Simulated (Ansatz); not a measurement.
# GaCo: optical spectrum from first principles

What colour and refractive index does GaCo have at this level of theory?

Calculated with Ansatz 0.2.0; DFT, PBE, plane-wave PAW, default files, scalar-relativistic, independent-particle optical response without local fields.

## (1) Starting point

It takes space group Pm-3m (No. 221, cubic). The conventional cell has a = 2.878 Å, b = 2.878 Å, c = 2.878 Å, α = 90.00°, β = 90.00°, γ = 90.00°. Ga has 8 Co at 2.49 Å nearest. Nearest to Co lie 8 Ga at 2.49 Å. Farther neighbours are not listed.

## (2) Ground state and bands

The self-consistent density comes first; it also tells whether there is a gap, which decides the occupations and the need for a Drude term.

This step: DFT, PBE, plane-wave PAW, default files, scalar-relativistic, ground state (Ansatz 0.2.0).

The input, input.yaml:

```yaml
crystal:
  lattice:
    - [2.878, 0.0, 0.0]
    - [0.0, 2.878, 0.0]
    - [0.0, 0.0, 2.878]
  atoms:
    - { symbol: Ga, position: [0.5, 0.5, 0.5] }
    - { symbol: Co, position: [0.0, 0.0, 0.0] }
kpoints:
  mp_grid: { grid: [8, 8, 8] }
  band_path:
    path:
      - [[0.0, 0.0, 0.0], [0.0, 0.5, 0.0], [0.5, 0.5, 0.0], [0.0, 0.0, 0.0], [0.5, 0.5, 0.5], [0.0, 0.5, 0.0]]
      - [[0.5, 0.5, 0.0], [0.5, 0.5, 0.5]]
    npoints: 10
scf:
  occupations: { method: fermi_dirac, width: 0.05 }
  n_extra_bands: 6
hamiltonian:
  xc: pbe
  pseudopotentials: { kind: paw }
output:
  forces: true
  stress: true
  populations: true
  write_bands: true
  write_density: true
  write_potential: true
  elf: true
  volumetric_format: npy
```

The run is started by

```bash
$ ansatz run input.yaml --threads 4 --pin off --max-ram 8192MiB --backend cpu --events-out ev --progress --plain --runs-dir out
```

Numbers of over 12 decimals in the logs are rounded to 6 here.

The program printed:

```text
scf.n_extra_bands = 6 over 15 filled bands (N_el = 30.0): the run solves 21 bands
Engine: ansatz 0.2.0, x86_64-unknown-linux-gnu
Pseudopotentials: kind: paw
Pseudopotential: Ga, paw, valence charge 13, recommended cutoff 420 eV (normal), Ga.paw.azcp
Pseudopotential: Co, paw, valence charge 17, recommended cutoff 420 eV (normal), Co.paw.azcp
Functional definition: PBE
  parameter kappa = 0.804
  parameter beta = 0.066725
  exchange = pbe_x(kappa = kappa, mu = beta*pi^2/3)
  correlation = pbe_c(beta = beta)
Crystal: 2 atoms, lattice volume = 23.838 Å³
Basis set: ecut = 420 eV, 461 PW (Γ), exchange–correlation on 40×40×40 points (8 copies of the dense FFT grid, shifted against one another)
Bands: 21, of which v1, the nominal top of the filled ones, is band 15 counted from 1 (14 counted from 0)
Symmetry: 48 space group operations
Space group: Pm-3m (ITA 221), of the structure as read, at distance tolerance 2.9e-5 Å
k-points: 35 of 512
Non-local potential: Ga, projectors of the file, l = 0: 2, l = 1: 2, l = 2: 3, l = 3: 1
Non-local potential: Co, projectors of the file, l = 0: 3, l = 1: 2, l = 2: 3, l = 3: 1
PAW form: soft (Blöchl's): semilocal exchange-correlation on the pseudo side does not see the compensation charge
PAW one-centre angular grid: Ga, 590 points (default); XC on 64 Gauss nodes
PAW one-centre angular grid: Co, 590 points (default); XC on 64 Gauss nodes
Initial density: superposition of atomic densities (neutral atoms: chi_scale 0, normalization atom), corrected by the library's trained network
Initial wavefunctions: pseudopotential atomic-orbital guess
Functional: x = pbe(κ = 0.804, μ = 0.219515), c = pbe(β = 0.066725)
SCF iter   1: F=—  HF=-8909.685113 eV  |F-HF|=—  |Δ(HF+E_count)|=         —  Δρ=1.46e-3  dr2=1.89e-4  ethr=1.77e-3  ⟨swp⟩=5.8  Hψ=3223  notcnv=0  defer=6
preconditioner: auto → none  [metal: Δε(μ)=0.041 eV  Ē_g=16.264 eV  σ=0.050 eV  W_gap=0.20  n_scr=6 (ndim 8)  ℏωp=35.7 eV  f_vac=0.000  D(μ)=1.60/eV (n_scr^D=18)  sad-step TF]
SCF iter   2: F=—  HF=-8909.685270 eV  |F-HF|=—  |Δ(HF+E_count)|=   1.57e-4  Δρ=7.61e-4  dr2=4.04e-5  ethr=6.29e-7  ⟨swp⟩=2.2  Hψ=1569  notcnv=0  defer=8
SCF iter   3: F=—  HF=-8909.685262 eV  |F-HF|=—  |Δ(HF+E_count)|=   8.22e-6  Δρ=2.12e-4  dr2=6.58e-6  ethr=1.35e-7  ⟨swp⟩=2.0  Hψ=1034  notcnv=0  defer=9
SCF iter   4: F=—  HF=-8909.685260 eV  |F-HF|=—  |Δ(HF+E_count)|=   1.75e-6  Δρ=9.66e-5  dr2=8.61e-7  ethr=2.19e-8  ⟨swp⟩=2.0  Hψ=900  notcnv=0  defer=9
iter 5 did not close the SCF: its close was put off for the readings that it lacked (scf_convergence_deferred on its scf_iter line)
SCF iter   5: F=-8909.685261 eV  HF=-8909.685261 eV  |F-HF|=1.76e-8  |Δ(HF+E_count)|=   2.36e-7  Δρ=1.58e-5  dr2=1.45e-8  ethr=2.87e-9  ⟨swp⟩=2.7  Hψ=1269  notcnv=0  defer=9
SCF iter   6: F=-8909.685261 eV  HF=-8909.685261 eV  |F-HF|=2.18e-11  |Δ(HF+E_count)|=  3.31e-10  Δρ=3.45e-6  dr2=1.06e-9  ethr=4.82e-11  ⟨swp⟩=8.1  Hψ=4557  notcnv=0
SCF 1 converged in 6 iterations: F = -8909.685261 eV  dr2 = 1.06e-9
  greatest PAW one-centre occupation: 1.001 electrons in one spin orbital (limit 2), on the Co atom at site 1 (counted from 0), in its partial waves of l = 1
NSCF: frozen V_eff on 62 k-points
SCF converged after 6 iterations
Free energy (F): -8909.685261 eV
Harris-Foulkes:  -8909.685261 eV  (|F-HF|=2.18e-11)
Internal energy: -8909.672291 eV  (E = F + TS)
E sigma→0 (E₀):  -8909.678776 eV
Entropy (-TS):   -0.012970 eV (-6.485 meV/atom)
Fermi energy:    16.952796 eV
--- Per-component energies (eV) ---
  E_band       = -216.128492
  E_kinetic    = 573.525419
  E_local      = -4483.659002  (includes V_loc(G=0)·N_el)
  E_nonlocal   = 884.712404
  E_hartree    = 1990.871953
  E_xc         = -228.968172
  E_vxc        = -264.528142  (∫ρ·V_xc dr)
  E_paw        = -3508.538452  (= ΣΔE_a)
  E_vpaw       = -907.921954  (= ΣTr[D̂ρ^β])
  E_aug_tail   = -0.000033  (compensation charges beyond the density's cutoff)
  E_ewald      = -4137.616408
  E_smearing   = -0.012970  (= −TS)
  E_closure    = 0.000000  (closes the sum)
  Σ components = -8909.685261   (vs F -8909.685261, Δ=0.00e0)
--- Forces (eV/Å), atoms counted from 1 ---
  atom   1  Ga    -0.00000000    -0.00000000    -0.00000000
  atom   2  Co     0.00000000    -0.00000000    -0.00000000
  max |Σ_I F_I| component: 3.68e-30 eV/Å
--- Stress (GPa, compression-positive) ---
        0.764433       0.000000       0.000000
        0.000000       0.764433       0.000000
        0.000000       0.000000       0.764433
  P = ⅓ Tr σ = 0.7644 GPa (7.644 kbar)
--- Band table (eV; the first three rows and the last of 35) ---
  k-point 0: bands = [... 11 lower, 14.3686, 16.1950, 16.1950, 16.1950, 22.0849, 22.0849, 22.0849, 27.8956, ... 2 higher]
  k-point 1: bands = [... 11 lower, 14.4008, 16.0063, 16.0063, 16.1959, 20.2530, 22.5976, 22.5976, 27.9463, ... 2 higher]
  k-point 2: bands = [... 11 lower, 14.4805, 15.6182, 15.6182, 16.1982, 17.9590, 23.9563, 23.9563, 28.0953, ... 2 higher]
  k-point 34: bands = [... 11 lower, 12.8133, 16.7309, 16.7309, 17.5572, 20.7218, 20.7218, 20.7218, 21.7071, ... 2 higher]
--- Löwdin populations: 2 sites ---
  site symbol       q [e]
     0     Ga     13.3832
     1     Co     16.4906
  spilling = 0.004208 (of n_electrons = 30.000000)
```

Elapsed: 0.6 s, on 4 threads of Intel Xeon Platinum 8488C (Sapphire Rapids), shared host; peak memory 0.45 GiB; 1.6 s of CPU time.

Numbers from this step:

- free energy: -8909.6853 eV
- Fermi energy: 16.95 eV
- electrons: 30
- symmetry operations: 48
- pressure: 0.7644 GPa
- volume: 23.84 Å³
- gap on the path: 0 eV

There are states at the Fermi level within the smearing, so the occupations stay smeared and the carriers get a Drude term. The cell is left with a pressure of 0.8 GPa, as it stands unrelaxed at this level.

Electronic bands along the path, in eV, zero at the Fermi level; # counts the bands kept:

| point | #3 | #4 | #5 | #6 | #7 | #8 | #9 | #10 |
| --- | --- | --- | --- | --- | --- | --- | --- | --- |
| Γ | -2.58 | -0.76 | -0.76 | -0.76 | 5.13 | 5.13 | 5.13 | 10.94 |
| halfway | -2.47 | -1.33 | -1.33 | -0.76 | 1.01 | 7.00 | 7.00 | 11.14 |
| X | -2.35 | -1.78 | -1.78 | -0.75 | 0.09 | 10.59 | 10.59 | 11.47 |
| halfway | -2.17 | -2.07 | -1.52 | -1.01 | 0.03 | 4.76 | 6.46 | 10.96 |
| M | -3.19 | -2.51 | -1.25 | -1.25 | -0.26 | 2.24 | 3.11 | 11.49 |
| halfway | -2.79 | -1.79 | -1.32 | -1.01 | 1.43 | 2.88 | 8.41 | 10.76 |
| Γ | -2.58 | -0.76 | -0.76 | -0.76 | 5.13 | 5.13 | 5.13 | 10.94 |
| halfway | -2.80 | -1.69 | -1.45 | -1.45 | 2.96 | 2.96 | 3.60 | 11.77 |
| R | -4.14 | -0.22 | -0.22 | 0.60 | 3.77 | 3.77 | 3.77 | 4.75 |
| halfway | -2.90 | -1.60 | -1.25 | -0.53 | 0.24 | 4.71 | 5.87 | 7.18 |
| X | -2.35 | -1.78 | -1.78 | -0.75 | 0.09 | 10.59 | 10.59 | 11.47 |
| jump to M | -3.19 | -2.51 | -1.25 | -1.25 | -0.26 | 2.24 | 3.11 | 11.49 |
| halfway | -3.79 | -1.52 | -0.24 | 0.47 | 0.47 | 1.81 | 3.27 | 7.03 |
| R | -4.14 | -0.22 | -0.22 | 0.60 | 3.77 | 3.77 | 3.77 | 4.75 |

The electronic bands as a text plot (rows in eV, shown from -8.0 to 4.8 only):

```
    4.5 |*           *   *      *   ***       ** *  *
    4.0 | *         * *         *    ***      ***               *
    3.4 |               *     **       ****  *     *       ******
    2.9 |  *         ***   *** *        *****   * *       *
    2.4 |              ****   *            * *   *        **   *
    1.8 |                                   *    *          ***
    1.3 |                    *                   *            *
    0.8 |   **             **                **** *            **
    0.2 |     *******    **                 *      *******   *
   -0.3 |            ****                    *****  *     *******
   -0.8 |************      **********      **    **  *****    *
   -1.4 |   ***    *************    *******        *****  *  *
   -1.9 |      ********  ******        **            ***** **
   -2.4 |********** ** **      *********             ******
   -3.0 |  *          *********         ***         *
   -3.5 |   *           * ***              *      **      ***
   -4.0 |    *        *  *                  *******          ****
   -4.5 |     *      *                       *  *  **         **
   -5.1 |           *                       *    *
   -5.6 |                                         *  *     ***
   -6.1 |          *   **                  *       *  *   *
   -6.7 |      * **  **  *                          *  **
   -7.2 |       *   *                                *   *
   -7.7 |        ***      *              **           ***
         Γ      X      M          Γ            R        X|M     R
```

Electrostatic potential energy in the ac plane at fractional y = 0.000, with atoms of Co within 0.2 Å of it. With pseudopotentials it is smooth inside the atoms' cores, unlike the true potential.

Values in eV, 15 rows by 15 columns:
```
-48 -48 -40 -25  -5  10  16  18  18  16  10  -5 -25 -40 -48
-43 -40 -31 -16   1  13  16  18  18  16  13   1 -16 -31 -40
-28 -25 -16  -3   9  15  17  18  18  17  15   9  -3 -16 -25
 -8  -5   1   9  14  16  17  18  18  17  16  14   9   1  -5
  9  10  13  15  16  17  17  17  17  17  17  16  15  13  10
 16  16  16  17  17  17  17  17  17  17  17  17  17  16  16
 18  18  18  18  18  17  17  17  17  17  17  18  18  18  18
 18  18  18  18  18  17  17  17  17  17  17  18  18  18  18
 16  16  16  17  17  17  17  17  17  17  17  17  17  16  16
  9  10  13  15  16  17  17  17  17  17  17  16  15  13  10
 -8  -5   1   9  14  16  17  18  18  17  16  14   9   1  -5
-28 -25 -16  -3   9  15  17  18  18  17  15   9  -3 -16 -25
-43 -40 -31 -16   1  13  16  18  18  16  13   1 -16 -31 -40
-48 -48 -40 -25  -5  10  16  18  18  16  10  -5 -25 -40 -48
-48 -48 -43 -28  -8   9  16  18  18  16   9  -8 -28 -43 -48
```
Atoms in or near the plane, at fractional coordinates: Co at (0.00, 0.00).

ELF in the ac plane at fractional y = 0.000, with atoms of Co within 0.2 Å of it. It is the smooth field of the valence electrons, not physical close to the nuclei.

Values, 15 rows by 15 columns:
```
0.97 0.94 0.75 0.38 0.18 0.14 0.21 0.32 0.32 0.21 0.14 0.18 0.38 0.75 0.94
0.82 0.75 0.53 0.29 0.17 0.15 0.24 0.33 0.33 0.24 0.15 0.17 0.29 0.53 0.75
0.43 0.38 0.29 0.20 0.16 0.19 0.28 0.34 0.34 0.28 0.19 0.16 0.20 0.29 0.38
0.18 0.18 0.17 0.16 0.18 0.25 0.32 0.35 0.35 0.32 0.25 0.18 0.16 0.17 0.18
0.13 0.14 0.15 0.19 0.25 0.30 0.34 0.35 0.35 0.34 0.30 0.25 0.19 0.15 0.14
0.20 0.21 0.24 0.28 0.32 0.34 0.35 0.36 0.36 0.35 0.34 0.32 0.28 0.24 0.21
0.32 0.32 0.33 0.34 0.35 0.35 0.36 0.34 0.34 0.36 0.35 0.35 0.34 0.33 0.32
0.32 0.32 0.33 0.34 0.35 0.35 0.36 0.34 0.34 0.36 0.35 0.35 0.34 0.33 0.32
0.20 0.21 0.24 0.28 0.32 0.34 0.35 0.36 0.36 0.35 0.34 0.32 0.28 0.24 0.21
0.13 0.14 0.15 0.19 0.25 0.30 0.34 0.35 0.35 0.34 0.30 0.25 0.19 0.15 0.14
0.18 0.18 0.17 0.16 0.18 0.25 0.32 0.35 0.35 0.32 0.25 0.18 0.16 0.17 0.18
0.43 0.38 0.29 0.20 0.16 0.19 0.28 0.34 0.34 0.28 0.19 0.16 0.20 0.29 0.38
0.82 0.75 0.53 0.29 0.17 0.15 0.24 0.33 0.33 0.24 0.15 0.17 0.29 0.53 0.75
0.97 0.94 0.75 0.38 0.18 0.14 0.21 0.32 0.32 0.21 0.14 0.18 0.38 0.75 0.94
0.99 0.97 0.82 0.43 0.18 0.13 0.20 0.32 0.32 0.20 0.13 0.18 0.43 0.82 0.97
```
Atoms in or near the plane, at fractional coordinates: Co at (0.00, 0.00).

## (3) Spectrum

With the density converged, the vertical transitions are summed over the zone.

This step: DFT, PBE, plane-wave PAW, default files, scalar-relativistic, independent-particle optical response without local fields (Ansatz 0.2.0).

input.yaml, the sections that differ from step 2:

```yaml
kpoints:
  mp_grid: { grid: [10, 10, 10] }
scf:
  occupations: { method: fermi_dirac, width: 0.05 }
output:
  optics:
    e_range: [0, 20]
    de: 0.05
    sigma: 0.15
    drude_damping: 0.03
    nscf_kmesh: { grid: [12, 12, 12] }
    bands: { spectra_wanted_up_to: 20 }
# crystal, hamiltonian: as in step 2
```

The program printed:

```text
[...]
Crystal: 2 atoms, lattice volume = 23.838 Å³
Basis set: ecut = 420 eV, 461 PW (Γ)
Bands: 19, of which v1, the nominal top of the filled ones, is band 15 counted from 1 (14 counted from 0)
Symmetry: 48 space group operations
[...]
k-points: 56 of 1000
[...]
SCF iter   1: F=—  HF=-8909.686424 eV  |F-HF|=—  |Δ(HF+E_count)|=         —  Δρ=3.87e-3  dr2=1.93e-3  ethr=1.77e-3  ⟨swp⟩=5.5  Hψ=4464  notcnv=0
[...]
SCF iter   8: F=-8909.686418 eV  HF=-8909.686418 eV  |F-HF|=1.82e-12  |Δ(HF+E_count)|=  2.36e-10  Δρ=2.16e-7  dr2=4.64e-12  ethr=1.00e-12  ⟨swp⟩=1.6  Hψ=3171  notcnv=0
SCF 1 converged in 8 iterations: F = -8909.686418 eV  dr2 = 4.64e-12
[...]
NSCF: frozen V_eff on 84 k-points
output.optics: what the bands over the 32 summed would add to eps1, eps2 and the energy-loss function is held between a lower and an upper bound (7 Lanczos steps). eps1, eps2 and their loss function (loss_summed_bands) are given on every row as the summed bands alone make them. Along an axis, on a row where the two bounds hold the loss function to about 1 % of the greater of itself and 0.5 % of |1/eps|, its cell (loss_completed) is given, with the completed eps1 and eps2 that it is formed of (a cell that is left empty reads nan in the table and null in the record). The two bounds hold it so along every axis on all 400 rows up to 20.000 eV. [rest of the remark cut]
SCF converged after 8 iterations
Free energy (F): -8909.686418 eV
[...]
Internal energy: -8909.676431 eV  (E = F + TS)
E sigma→0 (E₀):  -8909.681424 eV
Entropy (-TS):   -0.009986 eV (-4.993 meV/atom)
Fermi energy:    16.907907 eV
[...]
--- Band table (eV; the first three rows and the last of 56) ---
  k-point 0: bands = [... 11 lower, 14.3530, 16.1776, 16.1776, 16.1776, 22.0858, 22.0858, 22.0858, 27.8912]
  k-point 1: bands = [... 11 lower, 14.3739, 16.0526, 16.0526, 16.1781, 20.7805, 22.4181, 22.4181, 27.9240]
  k-point 2: bands = [... 11 lower, 14.4294, 15.7620, 15.7620, 16.1797, 18.7275, 23.3308, 23.3308, 28.0220]
  k-point 55: bands = [... 11 lower, 12.8055, 16.7103, 16.7103, 17.5612, 20.7196, 20.7196, 20.7196, 21.6988]
```

Elapsed: 7.7 s, on 4 threads; peak memory 1.1 GiB.

Numbers from this step:

```
main peak of the optical conductivity above 1 eV, first axis : 5.736 eV
Drude plasma energy, first axis                              : 4.111 eV
bands summed                                                 : 32
spectra valid up to                                          : 26.90 eV
program's estimate of the k-sum error in Im epsilon          : 0.17 %
electrons in the f-sum                                       : 11.11
```

(Part 1 of 2 ends here.)

[Logs are printed without paths, hosts, clocks, repeated set-up lines and the standing remarks that a program may print on its own settings, such as how far it seeks lower states.]

[Hosts, paths, dates, database ids (printed as entryN), source tags and the programs' standing remarks are cut or masked in the printed files.]
